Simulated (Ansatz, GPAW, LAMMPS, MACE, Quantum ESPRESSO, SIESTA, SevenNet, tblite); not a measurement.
# GPAW on rapidly quenched Si24Mg76 (at. %) (110 atoms): settings against a plane-wave reference, part 2 of 2

Wanted: GPAW inputs and outputs for rapidly quenched Si24Mg76 (at. %) (110 atoms), checked against a plane-wave reference.

Program: GPAW 26.7.0; the method stands at each step. Banners, paths, timers and routine set-up lines are dropped from the logs unmarked, and long logs keep their key lines alone; longer cuts are marked.

So far. Step 3 (PBE, LCAO szp(dzp), h 0.2 Å): Against the first run (11 %), the force difference from the reference is 16 %, at 0.52 times the CPU time (on 1 against 2 cores), with 1158 basis functions against 1934: the smaller basis costs accuracy. Step 4 (PBE, LCAO dzp, h 0.22 Å): Against the first run (11 %), the force difference from the reference is 11 %, at 0.70 times the CPU time (on 1 against 2 cores): the change moves forces by 2.9 meV/Å r.m.s., so most of the difference comes from elsewhere.

## (5) revPBE, LCAO dzp, h 0.2 Å

Method: Kohn-Sham DFT, revPBE, PAW, atomic orbitals (dzp).

Input file run.py:

```python
import numpy as np
from ase.io import read
from gpaw import GPAW, FermiDirac
from ase.parallel import parprint as print

atoms = read("structure.xyz")
atoms.calc = GPAW(
    mode="lcao",
    basis="dzp",
    h=0.2,
    xc="revPBE",
    kpts={"size": (1, 1, 1), "gamma": True},
    occupations=FermiDirac(0.05),
    maxiter=200,
    symmetry={"point_group": False},
    txt="gpaw.txt",
)
energy = atoms.get_potential_energy(force_consistent=True)
forces = atoms.get_forces()
print(f"energy {energy:.6f} eV")
print("forces (eV/A)")
for i, (a, f) in enumerate(zip(atoms, forces)):
    print(f"{i:4d} {a.symbol:2s} {f[0]:10.5f} {f[1]:10.5f} {f[2]:10.5f}")
print(f"Fermi level {atoms.calc.get_fermi_level():.4f} eV")
for k in range(len(atoms.calc.get_ibz_k_points())):
    for s in range(atoms.calc.get_number_of_spins()):
        e = atoms.calc.get_eigenvalues(kpt=k, spin=s)
        n = np.searchsorted(e, atoms.calc.get_fermi_level())
        print(f"k {k} spin {s} levels about the Fermi level:", np.round(e[max(n - 6, 0):n], 4).tolist(), "|", np.round(e[n:n + 6], 4).tolist())
```

Input file structure.xyz:

```xyz
110
Lattice="13.53281 0.00000 0.00000 0.00000 13.53281 0.00000 0.00000 0.00000 13.53281" Properties=species:S:1:pos:R:3 pbc="T T T"
[... 110 atom lines left out: the same atoms as in the first run ...]
```

Started as:

```console
OMP_NUM_THREADS=1 mpirun -np 2 gpaw python run.py > output.txt
```

Output:

```text
energy -217.904236 eV
forces (eV/A)
   0 Si   -0.64564    0.10187    0.02548
   1 Si    0.59749    0.29317    0.33996
   2 Si   -0.29436    0.10933    0.23884
   3 Si    0.42041    1.35697    0.54649
   4 Si    0.06324   -0.11658    0.36319
   5 Si   -0.01211   -0.03448    0.47169
   6 Si    0.14279   -0.54952   -0.18454
   7 Si    0.02676   -0.21098   -0.10587
   8 Si    0.03656   -0.31752   -0.52052
   9 Si    0.27381   -0.31663   -0.97686
  10 Si   -0.32959   -0.47747   -0.29566
  11 Si   -0.52055   -0.46844   -0.07771
[...]
105 Mg   -0.16052   -0.36151   -0.17682
 106 Mg    0.36104    0.04986   -0.25937
 107 Mg    0.35941   -0.41518    0.27103
 108 Mg   -0.08584   -0.29465    0.56328
 109 Mg   -0.31759   -0.30303    0.04871
Fermi level 4.0786 eV
k 0 spin 0 levels about the Fermi level: [3.8556, 3.8924, 3.9495, 4.006, 4.0171, 4.0643] | [4.0892, 4.1166, 4.186, 4.2371, 4.268, 4.2933]
```

gpaw.txt:

```text
Input parameters:
  mode=LCAO(),
  basis={'default': 'dzp'},
  h=0.2,
  kpts=MonkhorstPack(size=(1, 1, 1), gamma=True),
  maxiter=200,
  occupations=Occupations(name='fermi-dirac', width=0.05, fixmagmom=False),
  symmetry=Symmetry(point_group=False),
  xc=XC(name='revPBE')
[... lines left out ...]
  Fermi-Dirac:
[... lines left out ...]
convergence criteria:
- Maximum [total energy] change in last 3 cyles: 0.0005 eV / valence electron
[... lines left out ...]
Converged in 17 steps
[... lines left out ...]
  Free energy:    -217.904236
[... lines left out ...]
dipole moment: (46.459409, -34.241739, -68.857343)  # |e|*Ang
Fermi level: 4.079
Eigenvalues  # (at kpt = [0.000, 0.000, 0.000])
| band index |      eig [eV] | occ [0-2] |
|------------|---------------|-----------|
|          0 |       -72.619 |     2.000 |
|        ... |               |           |
|        464 |         3.785 |     1.994 |
|        465 |         3.809 |     1.991 |
[...]
|        479 |         4.381 |     0.005 |
|        ... |               |           |
|        570 |         7.770 |     0.000 |
Gap: 0.025 eV
Transition (v -> c):
  (s=0, k=0, n=471, [0.00, 0.00, 0.00]) -> (s=0, k=0, n=472, [0.00, 0.00, 0.00])
No difference between direct/indirect transitions
Force computation time: 78.770  # s
```

Wall time 10 min (2 MPI ranks of Arm Neoverse V2, shared host); peak memory 3.7 GiB; 20 min of CPU time.

Against the reference:

| Item | Value |
| --- | --- |
| r.m.s. force component | 0.3661 eV/Å |
| r.m.s. difference of force components | 51.34 meV/Å |
| longest difference of force vectors | 178.2 meV/Å |
| force difference over r.m.s. force | 15.4 % |
| slope of forces against the reference's | 1.091 |
| correlation of force components | 0.9936 |

Against the first run (11 %), the force difference from the reference is 15 %, at 1.0 times the CPU time; the model has changed, so this is no error of the program alone.

## (6) All runs compared

Differences are against the plane-wave reference, forces as r.m.s. over components; share is that over the reference's r.m.s. force, slope the least-squares factor from reference forces to these. Total energies of different programs have different zeros and aren't compared.

```csv
run,"Δ force, r.m.s. (meV/Å)",share (%),slope,cores,CPU time,memory (GiB)
reference,-,-,-,4,3.1 min,3.6
"GPAW PBE, LCAO dzp, h 0.2 Å",35.3,10.6,1.048,2,19 min,3.7
"GPAW PBE, LCAO szp(dzp), h 0.2 Å (coarse)",54.0,16.2,1.049,1,10 min,2.7
"GPAW PBE, LCAO dzp, h 0.22 Å (coarse)",35.3,10.6,1.048,1,14 min,2.1
"GPAW revPBE, LCAO dzp, h 0.2 Å",51.3,15.4,1.091,2,20 min,3.7
```

Rows marked coarse were listed beforehand as settings not expected to be converged; some can still land near the reference.

CPU time is summed over cores on a shared host, where runs went side by side, so it is rough. Symmetry, cutoffs, thresholds, outputs and thread counts weren't matched or tuned between programs; memory under MPI is the largest rank's times the ranks.

Within one program, basis, potentials and functional, energies share a zero. Each run against its twin at the usual cutoff or grid and solver:

```csv
run,twin,Δ energy (meV/atom),"Δ force, r.m.s. (meV/Å)",CPU time over the twin's
"GPAW PBE, LCAO dzp, h 0.22 Å","LCAO dzp, h 0.2 Å",3.49,2.95,0.70 (this twin ran on 2 cores)
```

## (7) Results

| Property | Result |
| --- | --- |
| nearest in forces | a tie at 11 % of 2 runs: GPAW PBE, LCAO dzp, h 0.2 Å; GPAW PBE, LCAO dzp, h 0.22 Å (coarse) |

The PBE run in local orbitals, coarse settings apart, differs by 11 % (GPAW PBE, LCAO dzp, h 0.2 Å); basis, grid and potentials can all enter. Rows with another functional or a dispersion term differ by 15 % (GPAW revPBE, LCAO dzp, h 0.2 Å), which mixes the change of model with differences of basis and potentials. Runs with settings chosen to be coarse differ by 11 % (GPAW PBE, LCAO dzp, h 0.22 Å) to 16 % (GPAW PBE, LCAO szp(dzp), h 0.2 Å), their programs' other errors included. None of the electronic-structure runs in the table takes under half the reference's CPU time of 3.1 min; they take 3.2 to 6.5 times as much. The quench rate of 5 K/ps is many orders above laboratory rates, so the cell is likely richer in defects and strain than a real sample. The network of bonds at the start is that of the classical potential that made the cell, and needn't be the one that DFT or experiment would give. The electronic-structure runs sample only Γ, in a cell whose shortest periodic width is 14 Å, which is coarse for a cell with partly filled levels.

[Also dropped from logs without a mark: logging warnings of Python, and SIESTA's first energy breakdown and zero terms.]

[Logs are printed without paths, hosts, clocks, repeated set-up lines and the standing remarks that a program may print on its own settings, such as how far it seeks lower states.]

[Hosts, paths, dates, database ids (printed as entryN), source tags and the programs' standing remarks are cut or masked in the printed files.]
